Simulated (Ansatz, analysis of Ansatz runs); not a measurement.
# Charge-transition level of the Mn on the Ga site in GaP (PBE)

Aim: the charge-transition level of the Mn on the Ga site in GaP, to be set beside the measurement. Set-up: PBE, 32-site cell, PBE lattice, 420 eV, k: the single point 1/4 1/4 1/4 then 2x2x2 shifted 0.5 0.5 0.5, no spin. The model is a cell of 32 host atoms with 1 Ga taken out and 1 Mn put in. The level is the Fermi energy at which two charge states have equal formation energy, after a correction for the images of the charge.

Measured beforehand: (0/-1) level above the valence-band top: 0.4 eV, by temperature-dependent Hall effect (quoted in “Electronic structure of transition-atom impurities in GaP”, 1985, V. A. Singh and Alex Zunger, quoting earlier work (1976)). The runs below try to reproduce this.

Calculated with Ansatz 0.2.0; plane-wave PAW DFT, PBE; relaxation of all atoms of a defect supercell.

## Step 1: The starting structure

The cell holds 32 atoms: 15 Ga, 1 Mn and 16 P. Its edges and angles: a = 9.535 Å, b = 9.535 Å, c = 9.535 Å, α = 109.5°, β = 109.5°, γ = 109.5°. It derives from GaP (space group F-43m). Nearest the centre at fractional (0.250, 0.500, 0.250): Mn7 at 0.00 Å, P23 at 2.38 Å, P19 at 2.38 Å, P22 at 2.38 Å, P28 at 2.38 Å, Ga3 at 3.89 Å, Ga11 at 3.89 Å, Ga6 at 3.89 Å.

The host's primitive cell comes from a first run (plane-wave PAW DFT, PBE; relaxation of the host's cell and atoms): vectors of 3.893, 3.893 and 3.893 Å. That is 20.86 Å³ an atom, 3.0 % over the diffraction cell's volume. The supercell is built on it.

## Step 2: Relaxation, charge 0

Every later number rests on the structure around the defect, so the atoms are relaxed at the host's lattice first.

Contents of relax0/input.yaml:

```yaml
relax:
  f_tol: 0.02
  max_steps: 80
  random_displacement: { amplitude: 0.05, seed: 396 }
crystal:
  lattice:
    - [-5.50512848, 5.50512848, -5.50512848]
    - [5.50512848, 5.50512848, 5.50512848]
    - [5.50512848, -5.50512848, -5.50512848]
  atoms:
    - { symbol: Ga, position: [0.0, 0.0, 0.0] }
    - { symbol: Ga, position: [0.0, 0.25, 0.75] }
    - { symbol: Ga, position: [0.0, 0.5, 0.5] }
    - { symbol: Ga, position: [0.0, 0.75, 0.25] }
    - { symbol: Ga, position: [0.25, 0.0, 0.75] }
    - { symbol: Ga, position: [0.25, 0.25, 0.5] }
    - { symbol: Mn, position: [0.25, 0.5, 0.25] }
    - { symbol: Ga, position: [0.25, 0.75, 0.0] }
    - { symbol: Ga, position: [0.5, 0.0, 0.5] }
    - { symbol: Ga, position: [0.5, 0.25, 0.25] }
    - { symbol: Ga, position: [0.5, 0.5, 0.0] }
    - { symbol: Ga, position: [0.5, 0.75, 0.75] }
    - { symbol: Ga, position: [0.75, 0.0, 0.25] }
    - { symbol: Ga, position: [0.75, 0.25, 0.0] }
    - { symbol: Ga, position: [0.75, 0.5, 0.75] }
    - { symbol: Ga, position: [0.75, 0.75, 0.5] }
    - { symbol: P, position: [0.0, 0.0, 0.75] }
    - { symbol: P, position: [0.0, 0.25, 0.5] }
    - { symbol: P, position: [0.0, 0.5, 0.25] }
    - { symbol: P, position: [0.0, 0.75, 0.0] }
    - { symbol: P, position: [0.25, 0.0, 0.5] }
    - { symbol: P, position: [0.25, 0.25, 0.25] }
    - { symbol: P, position: [0.25, 0.5, 0.0] }
    - { symbol: P, position: [0.25, 0.75, 0.75] }
    - { symbol: P, position: [0.5, 0.0, 0.25] }
    - { symbol: P, position: [0.5, 0.25, 0.0] }
    - { symbol: P, position: [0.5, 0.5, 0.75] }
    - { symbol: P, position: [0.5, 0.75, 0.5] }
    - { symbol: P, position: [0.75, 0.0, 0.0] }
    - { symbol: P, position: [0.75, 0.25, 0.75] }
    - { symbol: P, position: [0.75, 0.5, 0.5] }
    - { symbol: P, position: [0.75, 0.75, 0.25] }
  host:
    repeats: [1, 1, 1]
    atoms:
      - { symbol: Ga, position: [0.0, 0.0, 0.0] }
      - { symbol: Ga, position: [0.0, 0.25, 0.75] }
      # ... 30 more atoms of the perfect host
basis:
  ecutwfc: 420
  xc_grid: 2
hamiltonian:
  xc: pbe
kpoints:
  mp_grid: { grid: [1, 1, 1], shift: [0.25, 0.25, 0.25] }
scf:
  occupations: { method: fermi_dirac, width: 0.01 }
  max_iter: 100
output:
  forces: true
  charged_corrections:
    epsilon: 10.62
    static_epsilon: 12.85
    defect_position: [0.25, 0.5, 0.25]
checkpoint:
  write: "../relax0.run"
  compress: false
  write_wavefunctions: true
  write_every: 100000
```

Launch:

```console
ansatz run input.yaml --threads 2 --pin off --max-ram 3768MiB --backend cpu --events-out ev --progress --plain --runs-dir out
```

Numbers of over 12 decimals in the logs are rounded to 6 here.

The program printed:

```text
[... repeated set-up lines and file paths are left out, and long positions are rounded to six places ...]
Engine: ansatz 0.2.0, x86_64-unknown-linux-gnu
Pseudopotentials: kind: paw
Pseudopotential: Ga, paw, valence charge 13, recommended cutoff 420 eV (normal), Ga.paw.azcp
Pseudopotential: Mn, paw, valence charge 15, recommended cutoff 420 eV (normal), Mn.paw.azcp
Pseudopotential: P, paw, valence charge 5, recommended cutoff 420 eV (normal), P.paw.azcp
Functional definition: PBE
  parameter kappa = 0.804
  parameter beta = 0.066725
  exchange = pbe_x(kappa = kappa, mu = beta*pi^2/3)
  correlation = pbe_c(beta = beta)
Crystal: 32 atoms, lattice volume = 667.363 Å³
Basis set: ecut = 420 eV, 13067 PW (Γ), exchange–correlation on 128×128×128 points (8 copies of the dense FFT grid, shifted against one another)
Bands: 177, of which v1, the nominal top of the filled ones, is band 145 counted from 1 (144 counted from 0)
Symmetry: 1 space group operations
k-points: 1
Non-local potential: Ga, projectors of the file, l = 0: 2, l = 1: 2, l = 2: 3, l = 3: 1
Non-local potential: Mn, projectors of the file, l = 0: 3, l = 1: 2, l = 2: 3, l = 3: 1
Non-local potential: P, projectors of the file, l = 0: 2, l = 1: 2, l = 2: 2
PAW form: soft (Blöchl's): semilocal exchange-correlation on the pseudo side does not see the compensation charge
PAW one-centre angular grid: Ga, 590 points (default); XC on 64 Gauss nodes
PAW one-centre angular grid: Mn, 590 points (default); XC on 64 Gauss nodes
PAW one-centre angular grid: P, 110 points (default); XC on 64 Gauss nodes
Initial density: superposition of atomic densities (neutral atoms: chi_scale 0, normalization atom), corrected by the library's trained network
Initial wavefunctions: pseudopotential atomic-orbital guess
Functional: x = pbe(κ = 0.804, μ = 0.219515), c = pbe(β = 0.066725)
SCF iter   1: F=—  HF=-72744.792627 eV  |F-HF|=—  |Δ(HF+E_count)|=         —  Δρ=6.37e-3  dr2=4.06e-1  ethr=1.77e-3  ⟨swp⟩=8.0  Hψ=683  notcnv=0  defer=14
preconditioner: auto → Resta (q_TF=auto, 2.374 Å⁻¹)  ε∞=4.3  [insulator: Δε(μ)=0.817 eV  Ē_g=13.281 eV  σ=0.010 eV  W_gap=1.00  n_scr=140 (ndim 8)  ℏωp=24.1 eV  f_vac=0.014  D(μ)=0.00/eV (n_scr^D=0)  ε∞_Penn≈4.3]
SCF iter   2: F=—  HF=-72745.083415 eV  |F-HF|=—  |Δ(HF+E_count)|=   2.91e-1  Δρ=2.73e-2  dr2=6.65e0  ethr=1.40e-4  ⟨swp⟩=4.0  Hψ=386  notcnv=0  defer=25
SCF iter   3: F=—  HF=-72744.771500 eV  |F-HF|=—  |Δ(HF+E_count)|=   3.12e-1  Δρ=2.59e-3  dr2=5.69e-2  ethr=1.40e-4  ⟨swp⟩=4.0  Hψ=364  notcnv=0  defer=25
SCF iter   4: F=—  HF=-72744.769345 eV  |F-HF|=—  |Δ(HF+E_count)|=   2.16e-3  Δρ=4.97e-4  dr2=1.69e-3  ethr=1.96e-5  ⟨swp⟩=3.0  Hψ=185  notcnv=0  defer=25
SCF iter   5: F=—  HF=-72744.769575 eV  |F-HF|=—  |Δ(HF+E_count)|=   2.30e-4  Δρ=1.10e-4  dr2=8.51e-5  ethr=5.84e-7  ⟨swp⟩=2.0  Hψ=222  notcnv=0  defer=25
SCF iter   6: F=—  HF=-72744.769601 eV  |F-HF|=—  |Δ(HF+E_count)|=   2.63e-5  Δρ=5.13e-5  dr2=1.93e-5  ethr=2.93e-8  ⟨swp⟩=2.0  Hψ=297  notcnv=0  defer=25
SCF iter   7: F=-72744.769614 eV  HF=-72744.769614 eV  |F-HF|=2.36e-7  |Δ(HF+E_count)|=   1.28e-5  Δρ=2.37e-5  dr2=2.91e-6  ethr=3.45e-9  ⟨swp⟩=4.0  Hψ=602  notcnv=0
SCF 1 converged in 7 iterations: F = -72744.769614 eV  dr2 = 2.91e-6
  greatest PAW one-centre occupation: 1.000 electrons in one spin orbital (limit 2), on the Mn atom at site 6 (counted from 0), in its partial waves of l = 0
relax step   1: F+E_penalty+E_count = -72744.76961403 eV  Δ(F+E_penalty+E_count) = +0.000e0 eV  max|allowed force component| = 1.300e0 eV/Å  Δτ_max = 0.0000 Å  (7 SCF iters, dr2 threshold 1.00e-5 eV, accepted)
[... the SCF cycles and remarks between the steps are left out from here to the last step ...]
relax step   2: F+E_penalty+E_count = -72745.52888626 eV  Δ(F+E_penalty+E_count) = -7.593e-1 eV  max|allowed force component| = 5.145e-1 eV/Å  Δτ_max = 0.1328 Å  (8 SCF iters, dr2 threshold 1.00e-4 eV, accepted)
relax step   3: F+E_penalty+E_count = -72745.65975265 eV  Δ(F+E_penalty+E_count) = -1.309e-1 eV  max|allowed force component| = 7.612e-2 eV/Å  Δτ_max = 0.0599 Å  (8 SCF iters, dr2 threshold 1.65e-5 eV, accepted)
SCF iter   1: F=—  HF=-72745.662790 eV  |F-HF|=—  |Δ(HF+E_count)|=         —  Δρ=9.52e-4  dr2=1.02e-2  ethr=2.69e-5  ⟨swp⟩=6.0  Hψ=421  notcnv=0  defer=25
SCF iter   2: F=—  HF=-72745.668462 eV  |F-HF|=—  |Δ(HF+E_count)|=   5.67e-3  Δρ=3.69e-3  dr2=1.17e-1  ethr=3.53e-6  ⟨swp⟩=3.0  Hψ=361  notcnv=0  defer=25  recentre
SCF iter   3: F=—  HF=-72745.662313 eV  |F-HF|=—  |Δ(HF+E_count)|=   6.15e-3  Δρ=4.73e-4  dr2=2.26e-3  ethr=3.53e-6  ⟨swp⟩=3.0  Hψ=308  notcnv=0  defer=25
SCF iter   4: F=—  HF=-72745.662172 eV  |F-HF|=—  |Δ(HF+E_count)|=   1.41e-4  Δρ=2.79e-4  dr2=2.76e-4  ethr=7.79e-7  ⟨swp⟩=2.0  Hψ=178  notcnv=0  defer=25
SCF iter   5: F=—  HF=-72745.662131 eV  |F-HF|=—  |Δ(HF+E_count)|=   4.12e-5  Δρ=7.17e-5  dr2=3.98e-5  ethr=9.52e-8  ⟨swp⟩=3.0  Hψ=302  notcnv=0  defer=25
SCF iter   6: F=—  HF=-72745.662438 eV  |F-HF|=—  |Δ(HF+E_count)|=   3.07e-4  Δρ=1.07e-5  dr2=6.72e-7  ethr=1.37e-8  ⟨swp⟩=2.0  Hψ=190  notcnv=0  defer=25
SCF iter   7: F=—  HF=-72745.662438 eV  |F-HF|=—  |Δ(HF+E_count)|=   1.71e-7  Δρ=1.12e-5  dr2=9.19e-7  ethr=3.45e-11  ⟨swp⟩=5.0  Hψ=653  notcnv=0
SCF iter   8: F=-72745.662438 eV  HF=-72745.662438 eV  |F-HF|=2.47e-10  |Δ(HF+E_count)|=   7.14e-9  Δρ=1.34e-6  dr2=1.35e-8  ethr=3.45e-11  ⟨swp⟩=3.0  Hψ=632  notcnv=0
SCF 4 converged in 8 iterations: F = -72745.662438 eV  dr2 = 1.35e-8
relax step   4: F+E_penalty+E_count = -72745.66243778 eV  Δ(F+E_penalty+E_count) = -2.685e-3 eV  max|allowed force component| = 2.927e-3 eV/Å  Δτ_max = 0.0116 Å  (8 SCF iters, accepted)
NSCF: frozen V_eff on 1 k-points
the band table was solved once a step of the walk had ended and its energy, with any forces and stress, was formed, with the checks that follow a solve (772 applications of the Hamiltonian). They found nothing against the state; [...]
SCF converged after 8 iterations
Free energy (F): -72745.662438 eV
Harris-Foulkes:  -72745.662438 eV  (|F-HF|=2.47e-10)
Internal energy: -72745.662438 eV  (E = F + TS)
E sigma→0 (E₀):  -72745.662438 eV
Fermi energy:    7.401218 eV
--- Per-component energies (eV) ---
  E_band       = -1289.203707
  E_kinetic    = 3159.311989
  E_local      = -36142.765707  (includes V_loc(G=0)·N_el)
  E_nonlocal   = 7156.160368
  E_hartree    = 16559.167862
  E_xc         = -2128.104995
  E_vxc        = -1980.061509  (∫ρ·V_xc dr)
  E_paw        = -40249.217173  (= ΣΔE_a)
  E_vpaw       = -6600.187987  (= ΣTr[D̂ρ^β])
  E_aug_tail   = -0.001297  (compensation charges beyond the density's cutoff)
  E_ewald      = -21100.213485
  E_smearing   = -0.000000  (= −TS)
  E_closure    = 0.000000  (closes the sum)
  Σ components = -72745.662438   (vs F -72745.662438, Δ=0.00e0)
--- Forces (eV/Å), atoms counted from 1 ---
  atom   1  Ga     0.00036736     0.00040575     0.00114801
  atom   2  Ga    -0.00056722    -0.00107506    -0.00133157
  atom   3  Ga    -0.00018939     0.00075723    -0.00251469
  atom   4  Ga     0.00037231     0.00292729    -0.00087351
  atom   5  Ga    -0.00024727    -0.00059822     0.00133852
  atom   6  Ga     0.00241427     0.00047807     0.00086378
  atom   7  Mn    -0.00114234     0.00234134    -0.00083235
  atom   8  Ga     0.00221148    -0.00000330    -0.00000680
  atom   9  Ga    -0.00058512    -0.00165213     0.00076047
  atom  10  Ga     0.00032438     0.00212210     0.00016035
  atom  11  Ga     0.00091460    -0.00058480    -0.00163251
  atom  12  Ga    -0.00116280     0.00029938     0.00042153
  atom  13  Ga    -0.00064506     0.00024471    -0.00073999
  atom  14  Ga    -0.00086752     0.00107587    -0.00010884
  atom  15  Ga    -0.00088582    -0.00018852     0.00036996
  atom  16  Ga    -0.00033736     0.00031714     0.00110148
  atom  17  P      0.00147157     0.00068631    -0.00077362
  atom  18  P     -0.00177306     0.00097610     0.00104742
  atom  19  P      0.00101054    -0.00139163     0.00000468
  atom  20  P     -0.00149957    -0.00146667    -0.00120798
  atom  21  P     -0.00169552    -0.00088953     0.00010079
  atom  22  P      0.00022060    -0.00061611    -0.00057225
  atom  23  P      0.00007697     0.00060791     0.00222038
  atom  24  P     -0.00186285    -0.00012784     0.00063880
  atom  25  P     -0.00024523    -0.00179146    -0.00099213
  atom  26  P      0.00066217    -0.00209565     0.00182772
  atom  27  P     -0.00039215    -0.00007420     0.00091600
  atom  28  P      0.00098578    -0.00045525    -0.00125938
  atom  29  P      0.00082997     0.00121887    -0.00053663
  atom  30  P      0.00033386     0.00107661    -0.00145185
  atom  31  P      0.00158023    -0.00067849     0.00220276
  atom  32  P      0.00032633    -0.00184757    -0.00028912
  max |Σ_I F_I| component: 4.13e-6 eV/Å
--- Band table (eV) ---
  k-point 0: bands = ["-71.5816", "-40.3802", "-40.3800", "-40.3797", [... 169 left out ...] "11.5906", "11.5909", "11.6187", "11.6192"]
--- Relaxed structure (4 steps of the walk, 4 accepted, 0 SCFs on fresh bases) ---
  F+E_penalty+E_count = -72745.66243778 eV   max|allowed force component| = 2.927e-3 eV/Å
  atoms:
    - { symbol: Ga, position: [0.001609, 0.003262, 0.001061] }
    - { symbol: Ga, position: [0.001590, 0.251194, 0.753175] }
    - { symbol: Ga, position: [0.002097, 0.499605, 0.497886] }
    - { symbol: Ga, position: [0.002068, 0.747990, 0.249497] }
    - { symbol: Ga, position: [0.250092, -0.000341, 0.749572] }
    - { symbol: Ga, position: [0.250024, 0.251630, 0.497893] }
    - { symbol: Mn, position: [0.250009, 0.499589, 0.249514] }
    - { symbol: Ga, position: [0.250025, 0.747950, 0.001566] }
    - { symbol: Ga, position: [0.497958, -0.004048, 0.497399] }
    - { symbol: Ga, position: [0.498415, 0.251670, 0.249504] }
    - { symbol: Ga, position: [0.498453, 0.499612, 0.001554] }
    - { symbol: Ga, position: [0.497904, 0.747504, 0.745815] }
    - { symbol: Ga, position: [0.750042, -0.000348, 0.249527] }
    - { symbol: Ga, position: [0.753694, 0.251146, 0.001080] }
    - { symbol: Ga, position: [0.750064, 0.499650, 0.749555] }
    - { symbol: Ga, position: [0.746353, 0.747472, 0.497403] }
    - { symbol: P, position: [-0.001622, -0.001592, 0.748292] }
    - { symbol: P, position: [0.000517, 0.250098, 0.501181] }
    - { symbol: P, position: [0.017455, 0.499588, 0.249471] }
    - { symbol: P, position: [0.000528, 0.751281, -3.3307710650687383e-7] }
    - { symbol: P, position: [0.250035, 0.000763, 0.499059] }
    - { symbol: P, position: [0.250004, 0.267029, 0.249490] }
    - { symbol: P, position: [0.250043, 0.499559, 0.016970] }
    - { symbol: P, position: [0.250016, 0.749153, 0.750692] }
    - { symbol: P, position: [0.499552, 0.000774, 0.249467] }
    - { symbol: P, position: [0.501739, 0.250119, 1.7896621424789982e-5] }
    - { symbol: P, position: [0.499560, 0.499594, 0.750653] }
    - { symbol: P, position: [0.482577, 0.732158, 0.482037] }
    - { symbol: P, position: [0.748833, -0.001616, -0.002157] }
    - { symbol: P, position: [0.748826, 0.247965, 0.748323] }
    - { symbol: P, position: [0.751214, 0.499568, 0.499048] }
    - { symbol: P, position: [0.751195, 0.749165, 0.249494] }
```

Wall time 36 s (2 threads of Intel Xeon 6975P-C (Granite Rapids), shared host); peak memory 1.2 GiB.

The run converged, but on settings that a careful run would not use, so its numbers are not the defect's.

## Step 3: Relaxation, charge −1

Contents of relax1/input.yaml:

```yaml
relax:
  f_tol: 0.02
  max_steps: 80
  random_displacement: { amplitude: 0.05, seed: 396 }
crystal:
  lattice:
    - [-5.50512848, 5.50512848, -5.50512848]
    - [5.50512848, 5.50512848, 5.50512848]
    - [5.50512848, -5.50512848, -5.50512848]
  atoms:
    - { symbol: Ga, position: [0.0, 0.0, 0.0] }
    - { symbol: Ga, position: [0.0, 0.25, 0.75] }
    - { symbol: Ga, position: [0.0, 0.5, 0.5] }
[... 2 atom lines left out ...]
    - { symbol: Ga, position: [0.25, 0.25, 0.5] }
    - { symbol: Mn, position: [0.25, 0.5, 0.25] }
    - { symbol: Ga, position: [0.25, 0.75, 0.0] }
[... 2 atom lines left out ...]
    - { symbol: Ga, position: [0.5, 0.5, 0.0] }
    - { symbol: Ga, position: [0.5, 0.75, 0.75] }
[... 3 atom lines left out ...]
    - { symbol: Ga, position: [0.75, 0.75, 0.5] }
[... 2 atom lines left out ...]
    - { symbol: P, position: [0.0, 0.5, 0.25] }
[... 2 atom lines left out ...]
    - { symbol: P, position: [0.25, 0.25, 0.25] }
    - { symbol: P, position: [0.25, 0.5, 0.0] }
[... 4 atom lines left out ...]
    - { symbol: P, position: [0.5, 0.75, 0.5] }
[... 3 atom lines left out ...]
    - { symbol: P, position: [0.75, 0.75, 0.25] }
  host:
    repeats: [1, 1, 1]
    atoms:
      - { symbol: Ga, position: [0.0, 0.0, 0.0] }
      - { symbol: Ga, position: [0.0, 0.25, 0.75] }
      # ... 30 more atoms of the perfect host
total_charge: -1
basis:
  ecutwfc: 420
  xc_grid: 2
hamiltonian:
  xc: pbe
kpoints:
  mp_grid: { grid: [1, 1, 1], shift: [0.25, 0.25, 0.25] }
scf:
  occupations: { method: fermi_dirac, width: 0.01 }
  max_iter: 100
output:
  forces: true
  charged_corrections:
    epsilon: 10.62
    static_epsilon: 12.85
    defect_position: [0.25, 0.5, 0.25]
checkpoint:
  write: "../relax1.run"
  compress: false
  write_wavefunctions: true
  write_every: 100000
```

The program printed:

```text
[...]
Crystal: 32 atoms, lattice volume = 667.363 Å³
Basis set: ecut = 420 eV, 13067 PW (Γ), exchange–correlation on 128×128×128 points (8 copies of the dense FFT grid, shifted against one another)
Bands: 178, of which v1, the nominal top of the filled ones, is band 146 counted from 1 (145 counted from 0)
Symmetry: 1 space group operations
k-points: 1
[...]
SCF iter   1: F=—  HF=-72737.271862 eV  |F-HF|=—  |Δ(HF+E_count)|=         —  Δρ=1.91e-2  dr2=2.08e0  ethr=1.77e-3  ⟨swp⟩=7.0  Hψ=680  notcnv=0  defer=19
[...]
SCF iter  29: F=-72736.877884 eV  HF=-72736.877892 eV  |F-HF|=7.69e-6  |Δ(HF+E_count)|=   4.75e-7  Δρ=2.53e-5  dr2=9.42e-6  ethr=3.44e-9  ⟨swp⟩=3.0  Hψ=521  notcnv=0
SCF 1 converged in 29 iterations: F = -72736.877884 eV  dr2 = 9.42e-6
[...]
- { symbol: Ga, position: [0.249972, 0.748900, -0.000783] }
    - { symbol: Ga, position: [0.497703, -0.008466, 0.498172] }
[...]
- { symbol: Ga, position: [0.749989, -0.000428, 0.249863] }
    - { symbol: Ga, position: [0.757601, 0.255027, 0.006048] }
    - { symbol: Ga, position: [0.750022, 0.499718, 0.749847] }
    - { symbol: Ga, position: [0.742564, 0.747539, 0.498579] }
    - { symbol: P, position: [-0.001760, -0.001191, 0.749456] }
    - { symbol: P, position: [0.000476, 0.249996, 0.500345] }
    - { symbol: P, position: [0.023454, 0.499348, 0.253876] }
    - { symbol: P, position: [0.000921, 0.751869, 0.001125] }
    - { symbol: P, position: [0.250019, -0.001102, 0.499477] }
    - { symbol: P, position: [0.250038, 0.272417, 0.255503] }
    - { symbol: P, position: [0.249994, 0.500821, 0.006338] }
    - { symbol: P, position: [0.249988, 0.749066, 0.749148] }
[...]
- { symbol: P, position: [0.749868, -0.000377, -0.000523] }
    - { symbol: P, position: [0.748655, 0.247559, 0.749020] }
    - { symbol: P, position: [0.750126, 0.499779, 0.499588] }
    - { symbol: P, position: [0.751372, 0.748823, 0.250350] }
[key lines of the parts left out:]
SCF converged after 16 iterations
Free energy (F): -72737.731356 eV
Fermi energy:    7.974216 eV
```

The job ended after 2.1 min (2 threads; peak memory 1.2 GiB).

The run converged, but on settings that a careful run would not use, so its numbers are not the defect's.

(Part 1 of 2 ends here.)

[Logs are printed without paths, hosts, clocks, repeated set-up lines and the standing remarks that a program may print on its own settings, such as how far it seeks lower states.]

[Hosts, paths, dates, database ids (printed as entryN), source tags and the programs' standing remarks are cut or masked in the printed files.]

[For some hosts the program warned that the k-mesh of the response run may be too coarse for force constants and the static dielectric constant; such warnings are not shown here.]
